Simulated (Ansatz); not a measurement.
# Pt chain started as a strip of triangles: period, moment and channels by functional

How many channels does the Pt chain started as a strip of triangles carry, and how sure is the answer?

Calculated with Ansatz 0.2.0; DFT PBE, plane waves, PAW; relaxation of a chain's period, in the first sound run; inputs show where later runs differ.

### Step 1. Set-up

The cell holds 2 atoms: 2 Pt. Cell: a = 9.000 Å, b = 7.500 Å, c = 2.662 Å, α = 90.0°, β = 90.0°, γ = 90.0°. Vacuum lies along a and b. The structure's axis is c.

### Step 2. Relaxation of atoms and period, level PBE, cutoff 420 eV

Band widths follow the bond lengths, so the chain is relaxed first. The atoms and the third cell vector are free; the box across stays fixed as vacuum. Moments are seeded so that a magnetic state can form if it lies lower. A Fermi-Dirac smearing is set since the result may be a metal. The pressure printed is a third of the stress's trace over the whole box, vacuum included; only the stress along the axis is relaxed.

Input file input.yaml:

```yaml
crystal:
  lattice:
    - [9.0, 0.0, 0.0]
    - [0.0, 7.5, 0.0]
    - [0.0, 0.0, 2.66152]
  atoms:
    - { symbol: Pt, position: [0.373671111, 0.5, 0.0], spin: 0.6 }
    - { symbol: Pt, position: [0.626328889, 0.5, 0.5], spin: 0.6 }
magnetization:
  spin_polarized: true
kpoints:
  mp_grid: { grid: [1, 1, 31] }
scf:
  occupations: { method: fermi_dirac, width: 0.05 }
hamiltonian:
  xc: pbe
relax:
  cell: { fix: [a, b, alpha, beta, gamma] }
  max_steps: 60
```

On the command line:

```console
> ansatz run input.yaml --threads 4 --pin off --max-ram 8192MiB --backend cpu --events-out ev --progress --plain --runs-dir out
```

Numbers of over 12 decimals in the logs are rounded to 6 here.

Log:

```text
Engine: ansatz 0.2.0, aarch64-unknown-linux-gnu
Pseudopotentials: kind: paw
Pseudopotential: Pt, paw, valence charge 18, recommended cutoff 420 eV (normal), Pt.paw.azcp
Functional definition: PBE
  parameter kappa = 0.804
  parameter beta = 0.066725
  exchange = pbe_x(kappa = kappa, mu = beta*pi^2/3)
  correlation = pbe_c(beta = beta)
Crystal: 2 atoms, lattice volume = 179.653 Å³
Basis set: ecut = 420 eV, 3567 PW (Γ), exchange–correlation on 128×108×36 points (8 copies of the dense FFT grid, shifted against one another)
Bands: 23, of which v1, the nominal top of the filled ones, is band 18 counted from 1 (17 counted from 0)
Symmetry: 8 space group operations
Space group: Pmma (ITA 51), of the structure as read, at distance tolerance 5.6e-5 Å
Magnetic group: BNS 51.289 (UNI 387), of the structure as read, at distance tolerance 5.6e-5 Å
k-points: 16 of 31
Non-local potential: Pt, projectors of the file, l = 0: 3, l = 1: 2, l = 2: 2, l = 3: 1
PAW form: soft (Blöchl's): semilocal exchange-correlation on the pseudo side does not see the compensation charge
PAW one-centre angular grid: Pt, 590 points (default); XC on 64 Gauss nodes
Initial density: superposition of atomic densities (neutral atoms: chi_scale 0, normalization atom)
Starting moments: Σ|m| = 1.2 μB on 2 of 2 sites
Initial wavefunctions: pseudopotential atomic-orbital guess
Functional: x = pbe(κ = 0.804, μ = 0.219515), c = pbe(β = 0.066725)
SCF iter   1: F=—  HF=-25042.112494 eV  |F-HF|=—  |Δ(HF+E_count)|=         —  Δρ=1.52e-2 (↑1.51e-2 ↓1.52e-2)  dr2=1.77e0  dr2_m=2.68e-2  M=0.921 μB ∫|m|=0.938 μB  β_m=0.30  ethr=3.10e-3  ⟨swp⟩=6.0  Hψ=3364  notcnv=0
Mixer restart at iter 1: flushing history
preconditioner: auto → LDOS  [metal: Δε(μ)=0.017 eV  Ē_g=5.977 eV  σ=0.050 eV  W_gap=0.09  n_scr=20 (ndim 8)  ℏωp=12.4 eV  f_vac=0.652  D(μ)=6.12/eV (n_scr^D=36)]
spin=Collinear: LDOS preconditioning applied to the charge; magnetization (m = ρ↑ − ρ↓) channel mixes plain (no charge-response kernel on spin).
SCF iter   2: F=—  HF=-25041.890693 eV  |F-HF|=—  |Δ(HF+E_count)|=   2.22e-1  Δρ=9.08e-3 (↑8.96e-3 ↓9.08e-3)  dr2=4.50e-1  dr2_m=1.69e-2  M=0.910 μB ∫|m|=0.924 μB  β_m=0.45  ethr=3.10e-3  ⟨swp⟩=2.2  Hψ=1405  notcnv=0  defer=6
SCF iter   3: F=—  HF=-25041.973181 eV  |F-HF|=—  |Δ(HF+E_count)|=   8.25e-2  Δρ=3.15e-3 (↑2.70e-3 ↓3.15e-3)  dr2=2.19e-2  dr2_m=3.04e-3  M=0.890 μB ∫|m|=0.902 μB  β_m=0.58  ethr=1.25e-3  ⟨swp⟩=2.0  Hψ=1199  notcnv=0  defer=6
SCF iter   4: F=—  HF=-25042.015937 eV  |F-HF|=—  |Δ(HF+E_count)|=         —  Δρ=2.34e-3 (↑2.34e-3 ↓2.10e-3)  dr2=3.45e-3  dr2_m=6.68e-3  M=0.734 μB ∫|m|=0.746 μB  β_m=0.58  ethr=6.08e-5  ⟨swp⟩=2.3  Hψ=1417  notcnv=0  defer=6
Mixer restart at iter 4: flushing history
SCF iter   5: F=—  HF=-25042.018302 eV  |F-HF|=—  |Δ(HF+E_count)|=   2.37e-3  Δρ=1.28e-3 (↑1.26e-3 ↓1.28e-3)  dr2=1.20e-3  dr2_m=2.23e-3  M=0.711 μB ∫|m|=0.721 μB  β_m=0.79  ethr=9.57e-6  ⟨swp⟩=2.3  Hψ=986  notcnv=0  defer=6
SCF iter   6: F=—  HF=-25042.019462 eV  |F-HF|=—  |Δ(HF+E_count)|=   1.16e-3  Δρ=2.43e-4 (↑2.04e-4 ↓2.43e-4)  dr2=1.12e-4  dr2_m=6.09e-5  M=0.669 μB ∫|m|=0.678 μB  β_m=0.82  ethr=3.34e-6  ⟨swp⟩=2.1  Hψ=1254  notcnv=0  defer=6
SCF iter   7: F=—  HF=-25042.019470 eV  |F-HF|=—  |Δ(HF+E_count)|=   8.51e-6  Δρ=9.35e-5 (↑4.83e-5 ↓9.35e-5)  dr2=3.02e-5  dr2_m=4.80e-6  M=0.663 μB ∫|m|=0.671 μB  β_m=0.81  ethr=3.11e-7  ⟨swp⟩=2.2  Hψ=1269  notcnv=0  defer=6
SCF iter   8: F=—  HF=-25042.019398 eV  |F-HF|=—  |Δ(HF+E_count)|=   7.26e-5  Δρ=3.70e-5 (↑2.87e-5 ↓3.70e-5)  dr2=7.04e-6  dr2_m=9.82e-7  M=0.659 μB ∫|m|=0.666 μB  β_m=0.74  ethr=8.38e-8  ⟨swp⟩=2.1  Hψ=1142  notcnv=0  defer=6
SCF iter   9: F=—  HF=-25042.019398 eV  |F-HF|=—  |Δ(HF+E_count)|=   5.72e-7  Δρ=1.20e-5 (↑9.68e-6 ↓1.20e-5)  dr2=2.20e-7  dr2_m=1.15e-7  M=0.657 μB ∫|m|=0.665 μB  β_m=0.87  ethr=1.96e-8  ⟨swp⟩=2.0  Hψ=1062  notcnv=0  defer=6
SCF iter  10: F=—  HF=-25042.019399 eV  |F-HF|=—  |Δ(HF+E_count)|=   7.07e-7  Δρ=7.44e-6 (↑6.11e-6 ↓7.44e-6)  dr2=3.10e-8  dr2_m=6.98e-8  M=0.657 μB ∫|m|=0.664 μB  β_m=0.94  ethr=6.11e-10  ⟨swp⟩=2.1  Hψ=1193  notcnv=0  defer=6
SCF iter  11: F=—  HF=-25042.019399 eV  |F-HF|=—  |Δ(HF+E_count)|=   6.98e-8  Δρ=2.30e-6 (↑1.67e-6 ↓2.30e-6)  dr2=3.78e-9  dr2_m=5.36e-9  M=0.656 μB ∫|m|=0.664 μB  β_m=0.97  ethr=8.62e-11  ⟨swp⟩=2.0  Hψ=1293  notcnv=0  defer=6
SCF iter  12: F=—  HF=-25042.019399 eV  |F-HF|=—  |Δ(HF+E_count)|=   1.31e-8  Δρ=1.03e-6 (↑9.15e-7 ↓1.03e-6)  dr2=1.11e-9  dr2_m=1.31e-9  M=0.656 μB ∫|m|=0.663 μB  β_m=0.98  ethr=1.05e-11  ⟨swp⟩=2.4  Hψ=1513  notcnv=0  defer=6
SCF iter  13: F=-25042.019399 eV  HF=-25042.019399 eV  |F-HF|=3.27e-11  |Δ(HF+E_count)|=   2.30e-9  Δρ=2.07e-7 (↑7.53e-8 ↓2.07e-7)  dr2=7.70e-11  dr2_m=1.37e-11  M=0.656 μB ∫|m|=0.663 μB  ethr=3.08e-12  ⟨swp⟩=1.0  Hψ=2565  notcnv=0
SCF 1 converged in 13 iterations: F = -25042.019399 eV  dr2 = 7.70e-11
  greatest PAW one-centre occupation: 1.000 electrons in one spin orbital (limit 2), on the Pt atom at site 1 (counted from 0), in its partial waves of l = 0
relax step   1: F+E_penalty+E_count = -25042.01939891 eV  Δ(F+E_penalty+E_count) = +0.000e0 eV  max|allowed force component| = 6.246e-1 eV/Å  Δτ_max = 0.0000 Å  P = -2.137 GPa  Ω = 179.653 Å³  fix = [a, b, alpha, beta, gamma]  reactions: a -1.385, b -0.123 GPa  (13 SCF iters, dr2 threshold 1.00e-7 eV, accepted)
Crystal: 2 atoms, lattice volume = 170.885 Å³
Basis set: ecut = 420 eV, 3347 PW (Γ), exchange–correlation on 128×108×36 points (8 copies of the dense FFT grid, shifted against one another)
Initial density: handed on by an earlier stage of this run
Starting moments: Σ|m| = 1.2 μB on 2 of 2 sites; this step starts from the density that it was given
Initial wavefunctions: those handed on with the density
iter 1 solved again at ethr=8.71e-5 eV; its pass at ethr=3.10e-3 eV (dr2=3.13e-2 eV) is discarded
SCF iter   1: F=—  HF=-25042.148209 eV  |F-HF|=—  |Δ(HF+E_count)|=         —  Δρ=2.67e-3 (↑2.67e-3 ↓2.53e-3)  dr2=3.17e-2  dr2_m=1.67e-3  M=0.667 μB ∫|m|=0.669 μB  β_m=0.30  ethr=8.71e-5  ⟨swp⟩=1.7  Hψ=4178  notcnv=0
preconditioner: auto → LDOS  [metal: Δε(μ)=0.007 eV  Ē_g=6.501 eV  σ=0.050 eV  W_gap=0.03  n_scr=22 (ndim 8)  ℏωp=12.7 eV  f_vac=0.662  D(μ)=5.57/eV (n_scr^D=30)]
spin=Collinear: LDOS preconditioning applied to the charge; magnetization (m = ρ↑ − ρ↓) channel mixes plain (no charge-response kernel on spin).
SCF iter   2: F=—  HF=-25042.143215 eV  |F-HF|=—  |Δ(HF+E_count)|=   4.99e-3  Δρ=1.74e-3 (↑1.74e-3 ↓1.64e-3)  dr2=1.07e-2  dr2_m=9.18e-4  M=0.664 μB ∫|m|=0.666 μB  β_m=0.53  ethr=8.71e-5  ⟨swp⟩=2.0  Hψ=791  notcnv=0
[...]
SCF iter  13: F=-25042.205511 eV  HF=-25042.205511 eV  |F-HF|=5.38e-10  |Δ(HF+E_count)|=  5.28e-10  Δρ=2.98e-7 (↑2.98e-7 ↓1.47e-7)  dr2=6.91e-10  dr2_m=2.76e-11  M=0.000 μB ∫|m|=0.000 μB  ethr=5.01e-12  ⟨swp⟩=1.0  Hψ=2022  notcnv=0
WARN: the starting moments were not kept: the SCF closed with an absolute magnetisation of 2.5e-4 μB, where they sum to 1.2 μB in size (2 sites). That is at most 0.1 of that sum. Measured as dr2_m measures the in/out step, that magnetisation stands 9.8e-9 eV from none, at or under the dr2_threshold of 2.0e-7 eV: it is no larger than a step whose dr2_m would equal this threshold. The system may hold no moment; this SC [...]
SCF 3 converged in 13 iterations: F = -25042.205511 eV  dr2 = 6.91e-10
relax step   3: F+E_penalty+E_count = -25042.20551129 eV  Δ(F+E_penalty+E_count) = -6.364e-2 eV  max|allowed force component| = 3.850e-1 eV/Å  Δτ_max = 0.0411 Å  P = -0.153 GPa  Ω = 170.324 Å³  energy of the carried Pulay correction = +8.376e-4 eV  fix = [a, b, alpha, beta, gamma]  reactions: a +0.750, b -0.126 GPa  (13 SCF iters, dr2 threshold 2.00e-7 eV, accepted)
[...]
relax step   4: F+E_penalty+E_count = -25042.21907330 eV  Δ(F+E_penalty+E_count) = -1.356e-2 eV  max|allowed force component| = 2.517e-1 eV/Å  Δτ_max = 0.0527 Å  P = +0.080 GPa  Ω = 165.662 Å³  energy of the carried Pulay correction = +1.273e-3 eV  fix = [a, b, alpha, beta, gamma]  reactions: a -0.604, b -0.130 GPa  (10 SCF iters, dr2 threshold 2.00e-7 eV, accepted)
[...]
relax step   5: F+E_penalty+E_count = -25042.22923617 eV  Δ(F+E_penalty+E_count) = -1.016e-2 eV  max|allowed force component| = 3.759e-3 eV/Å  Δτ_max = 0.0208 Å  P = -0.080 GPa  Ω = 167.480 Å³  energy of the carried Pulay correction = +1.102e-3 eV  fix = [a, b, alpha, beta, gamma]  reactions: a -0.056, b -0.129 GPa  (9 SCF iters, dr2 threshold 2.00e-7 eV, accepted)
[...]
relax step   6: F+E_penalty+E_count = -25042.22925603 eV  Δ(F+E_penalty+E_count) = -1.986e-5 eV  max|allowed force component| = 4.076e-3 eV/Å  Δτ_max = 0.0000 Å  P = -0.048 GPa  Ω = 167.381 Å³  energy of the carried Pulay correction = +1.111e-3 eV  fix = [a, b, alpha, beta, gamma]  reactions: a -0.037, b -0.129 GPa  (7 SCF iters, dr2 threshold 7.60e-9 eV, accepted)
Initial wavefunctions: pseudopotential atomic-orbital guess (no wavefunctions were taken with the density)
iter 1 solved again at ethr=4.12e-7 eV; its pass at ethr=3.10e-3 eV (dr2=1.48e-4 eV) is discarded
SCF iter   1: F=—  HF=-25042.227124 eV  |F-HF|=—  |Δ(HF+E_count)|=         —  Δρ=8.62e-5 (↑8.62e-5 ↓8.62e-5)  dr2=1.31e-5  dr2_m=2.80e-11  M=0.000 μB ∫|m|=0.000 μB  β_m=0.65  ethr=4.12e-7  ⟨swp⟩=3.1  Hψ=5368  notcnv=0
preconditioner: auto → LDOS  [metal: Δε(μ)=0.029 eV  Ē_g=6.533 eV  σ=0.050 eV  W_gap=0.15  n_scr=10 (ndim 8)  ℏωp=12.8 eV  f_vac=0.654  D(μ)=4.64/eV (n_scr^D=26)]
spin=Collinear: LDOS preconditioning applied to the charge; magnetization (m = ρ↑ − ρ↓) channel mixes plain (no charge-response kernel on spin).
SCF iter   2: F=—  HF=-25042.227122 eV  |F-HF|=—  |Δ(HF+E_count)|=   1.68e-6  Δρ=2.77e-5 (↑2.77e-5 ↓2.77e-5)  dr2=9.33e-7  dr2_m=2.72e-11  M=0.000 μB ∫|m|=0.000 μB  β_m=0.53  ethr=3.63e-8  ⟨swp⟩=2.9  Hψ=1330  notcnv=0
SCF iter   3: F=—  HF=-25042.227124 eV  |F-HF|=—  |Δ(HF+E_count)|=   1.30e-6  Δρ=1.22e-5 (↑1.22e-5 ↓1.22e-5)  dr2=2.53e-7  dr2_m=1.93e-11  M=0.000 μB ∫|m|=0.000 μB  β_m=0.59  ethr=2.59e-9  ⟨swp⟩=2.0  Hψ=1058  notcnv=0
SCF iter   4: F=—  HF=-25042.227124 eV  |F-HF|=—  |Δ(HF+E_count)|=   3.37e-7  Δρ=3.14e-6 (↑3.04e-6 ↓3.14e-6)  dr2=3.73e-8  dr2_m=1.16e-11  M=0.000 μB ∫|m|=0.000 μB  β_m=0.64  ethr=7.04e-10  ⟨swp⟩=2.2  Hψ=1034  notcnv=0
SCF iter   5: F=—  HF=-25042.227124 eV  |F-HF|=—  |Δ(HF+E_count)|=   2.19e-8  Δρ=1.37e-6 (↑1.29e-6 ↓1.37e-6)  dr2=1.14e-8  dr2_m=7.02e-12  M=0.000 μB ∫|m|=0.000 μB  β_m=0.74  ethr=1.04e-10  ⟨swp⟩=2.0  Hψ=1047  notcnv=0
SCF iter   6: F=—  HF=-25042.227124 eV  |F-HF|=—  |Δ(HF+E_count)|=   4.15e-9  Δρ=1.90e-7 (↑1.61e-7 ↓1.90e-7)  dr2=2.17e-10  dr2_m=2.62e-12  M=0.000 μB ∫|m|=0.000 μB  β_m=0.85  ethr=3.17e-11  ⟨swp⟩=2.3  Hψ=1007  notcnv=0
SCF iter   7: F=—  HF=-25042.227124 eV  |F-HF|=—  |Δ(HF+E_count)|=   1.55e-8  Δρ=7.81e-8 (↑7.81e-8 ↓5.71e-8)  dr2=1.91e-11  dr2_m=1.34e-12  M=0.000 μB ∫|m|=0.000 μB  β_m=0.90  ethr=1.00e-12  ⟨swp⟩=2.0  Hψ=1072  notcnv=0
SCF iter   8: F=-25042.227124 eV  HF=-25042.227124 eV  |F-HF|=0.00e0  |Δ(HF+E_count)|=  4.00e-11  Δρ=1.84e-8 (↑1.84e-8 ↓1.36e-8)  dr2=1.21e-12  dr2_m=2.16e-13  M=0.000 μB ∫|m|=0.000 μB  ethr=1.00e-12  ⟨swp⟩=4.4  Hψ=3073  notcnv=0
the starting moments were not kept: the SCF closed with an absolute magnetisation of 4.5e-6 μB, where they sum to 1.2 μB in size (2 sites). That is at most 0.1 of that sum. Measured as dr2_m measures the in/out step, that magnetisation stands 3.2e-12 eV from none, at or under the dr2_threshold of 2.0e-11 eV: it is no larger than a step whose dr2_m would equal this threshold.
SCF 7 converged in 8 iterations: F = -25042.227124 eV  dr2 = 1.21e-12
relax step   7: F+E_penalty+E_count = -25042.22712398 eV  Δ(F+E_penalty+E_count) = +2.132e-3 eV  max|allowed force component| = 4.464e-3 eV/Å  Δτ_max = 0.0000 Å  P = -0.044 GPa  Ω = 167.381 Å³  fix = [a, b, alpha, beta, gamma]  reactions: a -0.035, b -0.133 GPa  stress off target by 3.51e-2 GPa on what of the cell is left free  SCF on the basis re-selected at this cell (its energy is not comparable with the rows above)  (8 SCF iters)
basis re-selected at this cell: Δ(F+E_penalty+E_count) = +2.132e-3 eV, ΔP = +0.004 GPa vs the last step (what re-selecting the basis moved, of the pressure what is left beyond the Pulay correction that the steps carried, after the strain that the cell walked since its last selection, with what the two solves' SCF thresholds leave and, on support functions, any second-order correction that the steps lacked; it is no m [...]
SCF converged after 8 iterations
Magnetization: 0.0000 μB (18.0000 up, 18.0000 down)
Absolute magnetization: 0.0000 μB (∫|ρ↑−ρ↓|, with the PAW one-centre terms)
Spin contamination: 0.0000 ħ² per cell (⟨S²⟩ above its minimum at these occupations)
Per-site moments (μB) at R_I (Å): [(1.5049667973445649e-6, 1.022886), (1.5049667973165584e-6, 1.022886)]
Free energy (F): -25042.227124 eV
Harris-Foulkes:  -25042.227124 eV  (|F-HF|=0.00e0)
Internal energy: -25042.190543 eV  (E = F + TS)
E sigma→0 (E₀):  -25042.208833 eV
Entropy (-TS):   -0.036581 eV (-18.291 meV/atom)
Fermi energy:    -0.650688 eV
--- Per-component energies (eV) ---
  E_band       = -1076.365585
  E_kinetic    = 1273.950917
  E_local      = -11809.366294  (includes V_loc(G=0)·N_el)
  E_nonlocal   = 402.751018
  E_hartree    = 5118.313291
  E_xc         = -519.374465
  E_vxc        = -599.534840  (∫ρ·V_xc dr)
  E_paw        = -18909.846583  (= ΣΔE_a)
  E_vpaw       = -580.793325  (= ΣTr[D̂ρ^β])
  E_aug_tail   = 0.000391  (compensation charges beyond the density's cutoff)
  E_ewald      = -598.618817
  E_smearing   = -0.036581  (= −TS)
  E_closure    = -0.000000  (closes the sum)
  Σ components = -25042.227124   (vs F -25042.227124, Δ=0.00e0)
--- Forces (eV/Å), atoms counted from 1 ---
  atom   1  Pt    -0.00446437    -0.00000000     0.00000000
  atom   2  Pt     0.00446437    -0.00000000    -0.00000000
  max |Σ_I F_I| component: 2.02e-28 eV/Å
--- Stress (GPa, compression-positive) ---
       -0.035252       0.000000       0.000000
        0.000000      -0.133026       0.000000
        0.000000       0.000000       0.035113
  P = ⅓ Tr σ = -0.0444 GPa (-0.444 kbar)
--- Relaxed structure (6 steps of the walk, 6 accepted, 1 SCFs on fresh bases) ---
  F+E_penalty+E_count = -25042.22712398 eV   max|allowed force component| = 4.464e-3 eV/Å   (the final SCF, on the basis selected at the relaxed cell)
  cell:  # Å, volume = 167.3813 Å³
    - [9.0, 0, 0]
    - [0, 7.5, 0]
    - [0, 0, 2.479724]
  atoms:
    - { symbol: Pt, position: [0.370449, 0.5, 0] }
    - { symbol: Pt, position: [0.629551, 0.5, 0.5] }
```

Run time: 23 s. Hardware: 4 threads of Arm Neoverse V1, shared host; peak memory 0.5 GiB.

Step by step:

| step | energy less that of the first step (eV) | largest force component (eV/Å) | pressure (GPa) | volume (Å³) |
| --- | --- | --- | --- | --- |
| 1 | 0.0000 | 0.6246 | -2.14 | 179.65 |
| 2 | -0.1225 | 1.1512 | 0.88 | 170.88 |
| 3 | -0.1861 | 0.3850 | -0.15 | 170.32 |
| 4 | -0.1997 | 0.2517 | 0.08 | 165.66 |
| 5 | -0.2098 | 0.0038 | -0.08 | 167.48 |
| 6 | -0.2099 | 0.0041 | -0.05 | 167.38 |
| 7* | -0.2077 | 0.0045 | -0.04 | 167.38 |

Relaxation steps marked * repeat the geometry before them on a plane-wave basis chosen anew for their cell, so energy and pressure can jump there.

Forces are held to the 8 operations that the run works with; a distortion that breaks them can't arise in this run.

```csv
cell as run,before,after,change
c (Å),2.662,2.480,-6.8 %
```

The atoms that moved most (Å, along periodic axes as changes of fractional coordinates times the final cell, across vacuum about the mean position):

```
atom      dx     dy     dz  length
 Pt1  -0.029  0.000  0.000   0.029
 Pt2   0.029  0.000  0.000   0.029
```

Final coordinates:

```xyz
2
Lattice="9.0000 0.0000 0.0000 0.0000 7.5000 0.0000 0.0000 0.0000 2.4797" Properties=species:S:1:pos:R:3
Pt    3.3340    3.7500    0.0000
Pt    5.6660    3.7500    1.2399
```

Numbers from this step:

| Property | Result |
| --- | --- |
| energy at zero smearing | -25042.2088 eV |
| cell length along the wire | 2.480 Å |

The cell's length comes to 2.480 Å with no moment.

(Part 1 of 3 ends here.)

[Logs are printed without paths, hosts, clocks, repeated set-up lines and the standing remarks that a program may print on its own settings, such as how far it seeks lower states.]

[Hosts, paths, dates, database ids (printed as entryN), source tags and the programs' standing remarks are cut or masked in the printed files.]
